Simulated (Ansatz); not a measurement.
# The perfect GaAs wire along [110], 6 atoms a period, H-terminated

Wanted: the relaxed geometry and the bands of the GaAs wire along [110], 6 atoms a period, H-terminated.

Main program and level: Ansatz 0.2.0; DFT PBE, plane waves, PAW; relaxation of a wire's period; PAW set soft_1, in the first sound run; inputs show where later runs differ.

## 1. Set-up

The cell holds 14 atoms: 3 As, 8 H and 3 Ga. Its edges and angles: a = 12.920 Å, b = 13.446 Å, c = 4.066 Å, α = 90.0°, β = 90.0°, γ = 90.0°. Vacuum lies along a and b. The structure's axis is c.

## 2. Relaxation of atoms and period

Band widths follow the bond lengths, so the wire is relaxed first. The atoms and the third cell vector are free; the box across stays fixed as vacuum. A Fermi-Dirac smearing is set since the result may be a metal. The pressure printed is a third of the stress's trace over the whole box, vacuum included; only the stress along the axis is relaxed.

The input, input.yaml:

```yaml
crystal:
  lattice:
    - [12.92, 0.0, 0.0]
    - [0.0, 13.446, 0.0]
    - [0.0, 0.0, 4.0658639918]
  atoms:
    - { symbol: As, position: [0.445024259, 0.348807422, 0.0] }
    - { symbol: H, position: [0.514288417, 0.254685029, 0.0] }
    - { symbol: Ga, position: [0.556285869, 0.499999747, 0.0] }
    - { symbol: H, position: [0.263157895, 0.252863305, 0.5] }
    - { symbol: H, position: [0.263157895, 0.444751539, 0.5] }
    - { symbol: H, position: [0.263157895, 0.747136188, 0.5] }
    - { symbol: H, position: [0.263157895, 0.555247954, 0.5] }
    - { symbol: Ga, position: [0.333762649, 0.348807422, 0.5] }
    - { symbol: Ga, position: [0.333762649, 0.651192071, 0.5] }
    - { symbol: As, position: [0.667547479, 0.499999747, 0.5] }
    - { symbol: H, position: [0.736811636, 0.405877353, 0.5] }
    - { symbol: H, position: [0.736811636, 0.59412214, 0.5] }
    - { symbol: As, position: [0.445024259, 0.651192071, 0.0] }
    - { symbol: H, position: [0.514288417, 0.745314465, 0.0] }
kpoints:
  mp_grid: { grid: [1, 1, 20] }
scf:
  occupations: { method: fermi_dirac, width: 0.05 }
hamiltonian:
  xc: pbe
  pseudopotentials: { kind: paw, azcp: { folder: soft_1 } }
relax:
  cell: { fix: [a, b, alpha, beta, gamma] }
  max_steps: 45
  f_tol: 0.03
```

Launch:

```
$ ansatz run input.yaml --threads 4 --pin off --max-ram 16384MiB --backend cpu --events-out ev --progress --plain --runs-dir out
```

Numbers of over 12 decimals in the logs are rounded to 6 here.

Output:

```text
Engine: ansatz 0.2.0, x86_64-unknown-linux-gnu
Pseudopotentials: kind: paw
Pseudopotential: As, paw, valence charge 15, recommended cutoff 420 eV (normal), soft_1/As.paw.azcp
Pseudopotential: H, paw, valence charge 1, recommended cutoff 420 eV (normal), soft_1/H.paw.azcp
Pseudopotential: Ga, paw, valence charge 13, recommended cutoff 420 eV (normal), soft_1/Ga.paw.azcp
Functional definition: PBE
  parameter kappa = 0.804
  parameter beta = 0.066725
  exchange = pbe_x(kappa = kappa, mu = beta*pi^2/3)
  correlation = pbe_c(beta = beta)
Crystal: 14 atoms, lattice volume = 706.331 Å³
Basis set: ecut = 420 eV, 13839 PW (Γ), exchange–correlation on 180×180×60 points (8 copies of the dense FFT grid, shifted against one another)
Bands: 60, of which v1, the nominal top of the filled ones, is band 46 counted from 1 (45 counted from 0)
Symmetry: 4 space group operations
Space group: Pmm2 (ITA 25), of the structure as read, at distance tolerance 8.9e-5 Å
k-points: 11 of 20
Non-local potential: As, projectors of the file, l = 0: 2, l = 1: 2, l = 2: 3, l = 3: 1
Non-local potential: H, projectors of the file, l = 0: 2, l = 1: 1
Non-local potential: Ga, projectors of the file, l = 0: 2, l = 1: 2, l = 2: 3, l = 3: 1
PAW form: soft (Blöchl's): semilocal exchange-correlation on the pseudo side does not see the compensation charge
PAW one-centre angular grid: As, 590 points (default); XC on 64 Gauss nodes
PAW one-centre angular grid: H, 110 points (default); XC on 64 Gauss nodes
PAW one-centre angular grid: Ga, 590 points (default); XC on 64 Gauss nodes
Initial density: superposition of atomic densities (neutral atoms: chi_scale 0, normalization atom)
Initial wavefunctions: pseudopotential atomic-orbital guess
Functional: x = pbe(κ = 0.804, μ = 0.219515), c = pbe(β = 0.066725)
SCF iter   1: F=—  HF=-26045.707449 eV  |F-HF|=—  |Δ(HF+E_count)|=         —  Δρ=3.32e-2  dr2=8.69e0  ethr=3.10e-3  ⟨swp⟩=7.2  Hψ=2929  notcnv=0  defer=2
preconditioner: auto → Resta (q_TF=auto, 1.942 Å⁻¹)  ε∞=1.6  [insulator: Δε(μ)=2.673 eV  Ē_g=13.877 eV  σ=0.050 eV  W_gap=1.00  n_scr=92 (ndim 8)  ℏωp=11.0 eV  f_vac=0.617  D(μ)=0.00/eV (n_scr^D=0)  ε∞_Penn≈1.6  vacuum switching on, ρ_ref=1.4e-2 e/Å³]
SCF iter   2: F=—  HF=-26043.361224 eV  |F-HF|=—  |Δ(HF+E_count)|=    2.35e0  Δρ=1.39e-2  dr2=1.40e0  ethr=3.10e-3  ⟨swp⟩=3.3  Hψ=1036  notcnv=0  defer=93
SCF iter   3: F=—  HF=-26043.070740 eV  |F-HF|=—  |Δ(HF+E_count)|=   2.90e-1  Δρ=4.53e-3  dr2=3.23e-1  ethr=1.52e-3  ⟨swp⟩=3.2  Hψ=994  notcnv=0  defer=96
SCF iter   4: F=—  HF=-26042.998062 eV  |F-HF|=—  |Δ(HF+E_count)|=   7.27e-2  Δρ=1.27e-3  dr2=1.08e-2  ethr=3.51e-4  ⟨swp⟩=3.9  Hψ=1046  notcnv=0  defer=96
SCF iter   5: F=—  HF=-26042.998580 eV  |F-HF|=—  |Δ(HF+E_count)|=   5.18e-4  Δρ=5.58e-4  dr2=1.24e-3  ethr=1.18e-5  ⟨swp⟩=2.0  Hψ=1141  notcnv=0  defer=96
SCF iter   6: F=—  HF=-26042.998818 eV  |F-HF|=—  |Δ(HF+E_count)|=   2.38e-4  Δρ=1.61e-4  dr2=1.20e-4  ethr=1.35e-6  ⟨swp⟩=2.0  Hψ=904  notcnv=0  defer=96
SCF iter   7: F=—  HF=-26042.998920 eV  |F-HF|=—  |Δ(HF+E_count)|=   1.02e-4  Δρ=3.72e-5  dr2=9.55e-6  ethr=1.30e-7  ⟨swp⟩=2.0  Hψ=849  notcnv=0  defer=96
SCF iter   8: F=—  HF=-26042.998908 eV  |F-HF|=—  |Δ(HF+E_count)|=   1.16e-5  Δρ=1.47e-5  dr2=1.34e-6  ethr=1.04e-8  ⟨swp⟩=2.0  Hψ=1069  notcnv=0  defer=96
SCF iter   9: F=—  HF=-26042.998909 eV  |F-HF|=—  |Δ(HF+E_count)|=   1.41e-6  Δρ=3.59e-6  dr2=1.71e-7  ethr=1.45e-9  ⟨swp⟩=2.0  Hψ=904  notcnv=0  defer=96
SCF iter  10: F=-26042.998910 eV  HF=-26042.998910 eV  |F-HF|=2.38e-8  |Δ(HF+E_count)|=   1.17e-7  Δρ=1.56e-6  dr2=3.47e-8  ethr=1.09e-10  ⟨swp⟩=4.0  Hψ=2220  notcnv=0
SCF 1 converged in 10 iterations: F = -26042.998910 eV  dr2 = 3.47e-8
  greatest PAW one-centre occupation: 0.999 electrons in one spin orbital (limit 2), on the As atom at site 9 (counted from 0), in its partial waves of l = 2
relax step   1: F+E_penalty+E_count = -26042.99890954 eV  Δ(F+E_penalty+E_count) = +0.000e0 eV  max|allowed force component| = 8.917e-1 eV/Å  Δτ_max = 0.0000 Å  P = -0.060 GPa  Ω = 706.331 Å³  fix = [a, b, alpha, beta, gamma]  reactions: a -0.389, b -0.172 GPa  (10 SCF iters, dr2 threshold 1.00e-7 eV, accepted)
Crystal: 14 atoms, lattice volume = 709.034 Å³
Basis set: ecut = 420 eV, 13879 PW (Γ), exchange–correlation on 180×180×60 points (8 copies of the dense FFT grid, shifted against one another)
Initial density: handed on by an earlier stage of this run
Initial wavefunctions: those handed on with the density
iter 1 solved again at ethr=3.20e-4 eV; its pass at ethr=3.10e-3 eV (dr2=2.94e-1 eV) is discarded
SCF iter   1: F=—  HF=-26043.531022 eV  |F-HF|=—  |Δ(HF+E_count)|=         —  Δρ=8.88e-3  dr2=2.98e-1  ethr=3.20e-4  ⟨swp⟩=3.4  Hψ=2943  notcnv=0
preconditioner: auto → Resta (q_TF=auto, 1.941 Å⁻¹)  ε∞=1.6  [insulator: Δε(μ)=2.186 eV  Ē_g=13.627 eV  σ=0.050 eV  W_gap=1.00  n_scr=92 (ndim 8)  ℏωp=11.0 eV  f_vac=0.665  D(μ)=0.00/eV (n_scr^D=0)  ε∞_Penn≈1.6  vacuum switching on, ρ_ref=1.3e-2 e/Å³]
SCF iter   2: F=—  HF=-26043.480071 eV  |F-HF|=—  |Δ(HF+E_count)|=   5.10e-2  Δρ=4.26e-3  dr2=5.88e-2  ethr=3.20e-4  ⟨swp⟩=3.3  Hψ=1063  notcnv=0
SCF iter   3: F=—  HF=-26043.476566 eV  |F-HF|=—  |Δ(HF+E_count)|=   3.51e-3  Δρ=7.32e-4  dr2=1.05e-2  ethr=6.39e-5  ⟨swp⟩=3.1  Hψ=1007  notcnv=0
SCF iter   4: F=—  HF=-26043.474045 eV  |F-HF|=—  |Δ(HF+E_count)|=   2.52e-3  Δρ=1.99e-4  dr2=3.33e-4  ethr=1.14e-5  ⟨swp⟩=3.1  Hψ=1222  notcnv=0  defer=23
SCF iter   5: F=—  HF=-26043.474069 eV  |F-HF|=—  |Δ(HF+E_count)|=   2.47e-5  Δρ=6.35e-5  dr2=3.67e-5  ethr=3.62e-7  ⟨swp⟩=2.0  Hψ=864  notcnv=0  defer=24
SCF iter   6: F=—  HF=-26043.474070 eV  |F-HF|=—  |Δ(HF+E_count)|=   5.30e-7  Δρ=2.17e-5  dr2=3.64e-6  ethr=3.99e-8  ⟨swp⟩=2.0  Hψ=1011  notcnv=0  defer=24
SCF iter   7: F=-26043.474071 eV  HF=-26043.474071 eV  |F-HF|=7.41e-8  |Δ(HF+E_count)|=   9.56e-7  Δρ=6.97e-6  dr2=3.12e-7  ethr=1.52e-9  ⟨swp⟩=4.4  Hψ=2064  notcnv=0
SCF 2 converged in 7 iterations: F = -26043.474071 eV  dr2 = 3.12e-7
relax step   2: F+E_penalty+E_count = -26043.47407080 eV  Δ(F+E_penalty+E_count) = -4.752e-1 eV  max|allowed force component| = 3.378e-1 eV/Å  Δτ_max = 0.1950 Å  P = +0.017 GPa  Ω = 709.034 Å³  energy of the carried Pulay correction = -3.896e-4 eV  fix = [a, b, alpha, beta, gamma]  reactions: a -0.310, b +0.079 GPa  (7 SCF iters, dr2 threshold 1.40e-6 eV, accepted)
Crystal: 14 atoms, lattice volume = 713.491 Å³
Basis set: ecut = 420 eV, 13967 PW (Γ), exchange–correlation on 180×180×60 points (8 copies of the dense FFT grid, shifted against one another)
[...]
relax step   6: F+E_penalty+E_count = -26043.79437293 eV  Δ(F+E_penalty+E_count) = -1.194e-2 eV  max|allowed force component| = 2.131e-1 eV/Å  Δτ_max = 0.1722 Å  P = +0.092 GPa  Ω = 724.803 Å³  energy of the carried Pulay correction = -2.634e-3 eV  fix = [a, b, alpha, beta, gamma]  reactions: a +0.132, b +0.060 GPa  (7 SCF iters, dr2 threshold 1.15e-6 eV, accepted)
relax step   7: F+E_penalty+E_count = -26043.80460203 eV  Δ(F+E_penalty+E_count) = -1.023e-2 eV  max|allowed force component| = 9.816e-2 eV/Å  Δτ_max = 0.0835 Å  P = -0.055 GPa  Ω = 724.091 Å³  energy of the carried Pulay correction = -2.533e-3 eV  fix = [a, b, alpha, beta, gamma]  reactions: a -0.080, b -0.057 GPa  (6 SCF iters, dr2 threshold 1.40e-6 eV, accepted)
relax step   8: F+E_penalty+E_count = -26043.80855893 eV  Δ(F+E_penalty+E_count) = -3.957e-3 eV  max|allowed force component| = 1.973e-2 eV/Å  Δτ_max = 0.0562 Å  P = +0.002 GPa  Ω = 722.495 Å³  energy of the carried Pulay correction = -2.308e-3 eV  fix = [a, b, alpha, beta, gamma]  reactions: a -0.013, b +0.023 GPa  (6 SCF iters, dr2 threshold 6.02e-7 eV, accepted)
relax step   9: F+E_penalty+E_count = -26043.80958847 eV  Δ(F+E_penalty+E_count) = -1.030e-3 eV  max|allowed force component| = 4.643e-2 eV/Å  Δτ_max = 0.0647 Å  P = -0.004 GPa  Ω = 721.936 Å³  energy of the carried Pulay correction = -2.229e-3 eV  fix = [a, b, alpha, beta, gamma]  reactions: a -0.033, b +0.011 GPa  (10 SCF iters, accepted)
relax step  10: F+E_penalty+E_count = -26043.80986536 eV  Δ(F+E_penalty+E_count) = -2.769e-4 eV  max|allowed force component| = 3.048e-2 eV/Å  Δτ_max = 0.0274 Å  P = -0.012 GPa  Ω = 722.141 Å³  energy of the carried Pulay correction = -2.258e-3 eV  fix = [a, b, alpha, beta, gamma]  reactions: a -0.027, b -0.018 GPa  (6 SCF iters, dr2 threshold 1.35e-7 eV, accepted)
relax step  11: F+E_penalty+E_count = -26043.80996206 eV  Δ(F+E_penalty+E_count) = -9.670e-5 eV  max|allowed force component| = 4.799e-3 eV/Å  Δτ_max = 0.0034 Å  P = -0.000 GPa  Ω = 722.301 Å³  energy of the carried Pulay correction = -2.281e-3 eV  fix = [a, b, alpha, beta, gamma]  reactions: a -0.020, b +0.013 GPa  (5 SCF iters, dr2 threshold 5.81e-8 eV, accepted)
Initial wavefunctions: pseudopotential atomic-orbital guess (no wavefunctions were taken with the density)
iter 1 solved again at ethr=7.92e-7 eV; its pass at ethr=3.10e-3 eV (dr2=7.28e-4 eV) is discarded
SCF iter   1: F=—  HF=-26043.800233 eV  |F-HF|=—  |Δ(HF+E_count)|=         —  Δρ=1.55e-4  dr2=4.74e-6  ethr=7.92e-7  ⟨swp⟩=3.6  Hψ=4433  notcnv=0
preconditioner: auto → Resta (q_TF=auto, 1.935 Å⁻¹)  ε∞=1.6  [insulator: Δε(μ)=2.327 eV  Ē_g=13.744 eV  σ=0.050 eV  W_gap=1.00  n_scr=92 (ndim 8)  ℏωp=10.9 eV  f_vac=0.662  D(μ)=0.00/eV (n_scr^D=0)  ε∞_Penn≈1.6  vacuum switching on, ρ_ref=1.4e-2 e/Å³]
SCF iter   2: F=—  HF=-26043.808506 eV  |F-HF|=—  |Δ(HF+E_count)|=   8.27e-3  Δρ=7.85e-5  dr2=1.71e-6  ethr=5.15e-9  ⟨swp⟩=3.0  Hψ=1208  notcnv=0
SCF iter   3: F=—  HF=-26043.812192 eV  |F-HF|=—  |Δ(HF+E_count)|=   3.69e-3  Δρ=1.99e-5  dr2=4.20e-7  ethr=1.86e-9  ⟨swp⟩=3.0  Hψ=1226  notcnv=0
SCF iter   4: F=—  HF=-26043.812605 eV  |F-HF|=—  |Δ(HF+E_count)|=   4.13e-4  Δρ=1.52e-6  dr2=2.68e-8  ethr=4.57e-10  ⟨swp⟩=2.9  Hψ=1164  notcnv=0
SCF iter   5: F=—  HF=-26043.812607 eV  |F-HF|=—  |Δ(HF+E_count)|=   1.38e-6  Δρ=7.78e-7  dr2=3.82e-9  ethr=2.92e-11  ⟨swp⟩=2.0  Hψ=799  notcnv=0
SCF iter   6: F=—  HF=-26043.812608 eV  |F-HF|=—  |Δ(HF+E_count)|=   1.17e-6  Δρ=2.74e-7  dr2=9.31e-10  ethr=4.15e-12  ⟨swp⟩=2.5  Hψ=1013  notcnv=0
SCF iter   7: F=-26043.812608 eV  HF=-26043.812608 eV  |F-HF|=3.76e-9  |Δ(HF+E_count)|=   7.65e-8  Δρ=7.03e-8  dr2=5.65e-11  ethr=1.00e-12  ⟨swp⟩=3.0  Hψ=2691  notcnv=0
SCF 12 converged in 7 iterations: F = -26043.812608 eV  dr2 = 5.65e-11
relax step  12: F+E_penalty+E_count = -26043.81260797 eV  Δ(F+E_penalty+E_count) = -2.646e-3 eV  max|allowed force component| = 4.913e-3 eV/Å  Δτ_max = 0.0000 Å  P = +0.003 GPa  Ω = 722.301 Å³  fix = [a, b, alpha, beta, gamma]  reactions: a -0.019, b +0.014 GPa  stress off target by 1.36e-2 GPa on what of the cell is left free  SCF on the basis re-selected at this cell (its energy is not comparable with the rows above)  (7 SCF iters)
basis re-selected at this cell: Δ(F+E_penalty+E_count) = -2.646e-3 eV, ΔP = +0.003 GPa vs the last step (what re-selecting the basis moved, of the pressure what is left beyond the Pulay correction that the steps carried, after the strain that the cell walked since its last selection, with what the two solves' SCF thresholds leave and, on support functions, any second-order correction that the steps lacked; it is no m [...]
SCF converged after 7 iterations
Free energy (F): -26043.812608 eV
Harris-Foulkes:  -26043.812608 eV  (|F-HF|=3.76e-9)
Internal energy: -26043.812608 eV  (E = F + TS)
E sigma→0 (E₀):  -26043.812608 eV
Fermi energy:    -1.870218 eV
--- Per-component energies (eV) ---
  E_band       = -1857.731436
  E_kinetic    = 727.854941
  E_local      = -34463.712745  (includes V_loc(G=0)·N_el)
  E_nonlocal   = -1453.383720
  E_hartree    = 17684.842499
  E_xc         = -467.951243
  E_vxc        = -474.757355  (∫ρ·V_xc dr)
  E_paw        = -12019.186100  (= ΣΔE_a)
  E_vpaw       = -1563.409326  (= ΣTr[D̂ρ^β])
  E_aug_tail   = -0.008301  (compensation charges beyond the density's cutoff)
  E_ewald      = 3947.732063
  E_smearing   = -0.000000  (= −TS)
  E_closure    = -0.000000  (closes the sum)
  Σ components = -26043.812608   (vs F -26043.812608, Δ=0.00e0)
--- Forces (eV/Å), atoms counted from 1 ---
  atom   1  As    -0.00315189    -0.00468439     0.00000000
  atom   2  H      0.00217260    -0.00061372    -0.00000000
  atom   3  Ga     0.00171475    -0.00000000    -0.00000000
  atom   4  H      0.00305076    -0.00166874    -0.00000000
  atom   5  H      0.00131401     0.00006532    -0.00000000
  atom   6  H      0.00305076     0.00166874    -0.00000000
  atom   7  H      0.00131401    -0.00006532    -0.00000000
  atom   8  Ga    -0.00491362     0.00248300     0.00000000
  atom   9  Ga    -0.00491362    -0.00248300     0.00000000
  atom  10  As     0.00004391    -0.00000000    -0.00000000
  atom  11  H      0.00064791     0.00218616    -0.00000000
  atom  12  H      0.00064791    -0.00218616    -0.00000000
  atom  13  As    -0.00315189     0.00468439     0.00000000
  atom  14  H      0.00217260     0.00061372    -0.00000000
  max |Σ_I F_I| component: 1.80e-6 eV/Å
--- Stress (GPa, compression-positive) ---
       -0.018894       0.000000       0.000000
        0.000000       0.013573      -0.000000
        0.000000      -0.000000       0.013569
  P = ⅓ Tr σ = 0.0027 GPa (0.027 kbar)
--- Relaxed structure (11 steps of the walk, 11 accepted, 1 SCFs on fresh bases) ---
  F+E_penalty+E_count = -26043.81260797 eV   max|allowed force component| = 4.913e-3 eV/Å   (the final SCF, on the basis selected at the relaxed cell)
  cell:  # Å, volume = 722.3012 Å³
    - [12.92, 0, 0]
    - [0, 13.446, 0]
    - [0, 0, 4.157792]
  atoms:
    - { symbol: As, position: [0.437203, 0.343505, 1.379687090338004e-18] }
    - { symbol: H, position: [0.528785, 0.272095, -2.5570713107662192e-18] }
    - { symbol: Ga, position: [0.531787, 0.500000, 4.3215692512758995e-18] }
    - { symbol: H, position: [0.319115, 0.191003, 0.5] }
    - { symbol: H, position: [0.243954, 0.384874, 0.5] }
    - { symbol: H, position: [0.319115, 0.808997, 0.5] }
    - { symbol: H, position: [0.243954, 0.615126, 0.5] }
    - { symbol: Ga, position: [0.332741, 0.306333, 0.5] }
    - { symbol: Ga, position: [0.332741, 0.693667, 0.5] }
    - { symbol: As, position: [0.642071, 0.500000, 0.5] }
    - { symbol: H, position: [0.719393, 0.414800, 0.5] }
    - { symbol: H, position: [0.719393, 0.585200, 0.5] }
    - { symbol: As, position: [0.437203, 0.656495, 1.3796870903380007e-18] }
    - { symbol: H, position: [0.528785, 0.727905, -2.557071310766221e-18] }
```

Elapsed: 2.8 min, on 4 threads of Intel Xeon Platinum 8259CL at 2.50GHz (Skylake/Cascade Lake), shared host; peak memory 1.5 GiB.

The steps of the relaxation:

```tsv
step	energy less that of the first step (eV)	largest force component (eV/Å)	pressure (GPa)	volume (Å³)
1	0.0000	0.8917	-0.06	706.33
2	-0.4752	0.3378	0.02	709.03
3	-0.6383	0.1886	-0.01	713.49
4	-0.7315	0.1075	0.01	720.75
5	-0.7835	0.1356	-0.01	721.96
6	-0.7955	0.2131	0.09	724.80
7	-0.8057	0.0982	-0.06	724.09
8	-0.8096	0.0197	0.00	722.49
9	-0.8107	0.0464	0.00	721.94
10	-0.8110	0.0305	-0.01	722.14
11	-0.8111	0.0048	0.00	722.30
12*	-0.8137	0.0049	0.00	722.30
```

Relaxation steps marked * repeat the geometry before them on a plane-wave basis chosen anew for their cell, so energy and pressure can jump there.

Forces are held to the 4 operations that the run works with; a distortion that breaks them can't arise in this run.

```tsv
cell as run	before	after	change
c (Å)	4.066	4.158	+2.3 %
```

The atoms that moved most (Å, along periodic axes as changes of fractional coordinates times the final cell, across vacuum about the mean position):

```tsv
atom	dx	dy	dz	length
H6	0.723	0.832	0.000	1.102
H4	0.723	-0.832	0.000	1.102
H7	-0.248	0.805	0.000	0.842
H5	-0.248	-0.805	0.000	0.842
Ga9	-0.013	0.571	0.000	0.571
Ga8	-0.013	-0.571	0.000	0.571
As10	-0.329	0.000	0.000	0.329
Ga3	-0.317	0.000	0.000	0.317
```

This step gave:

| Item | Value |
| --- | --- |
| cell length along the wire | 4.158 Å |

The cell's length comes to 4.158 Å with spin left out.

(Part 1 of 2 ends here.)

[Logs are printed without paths, hosts, clocks, repeated set-up lines and the standing remarks that a program may print on its own settings, such as how far it seeks lower states.]

[Hosts, paths, dates, database ids (printed as entryN), source tags and the programs' standing remarks are cut or masked in the printed files.]
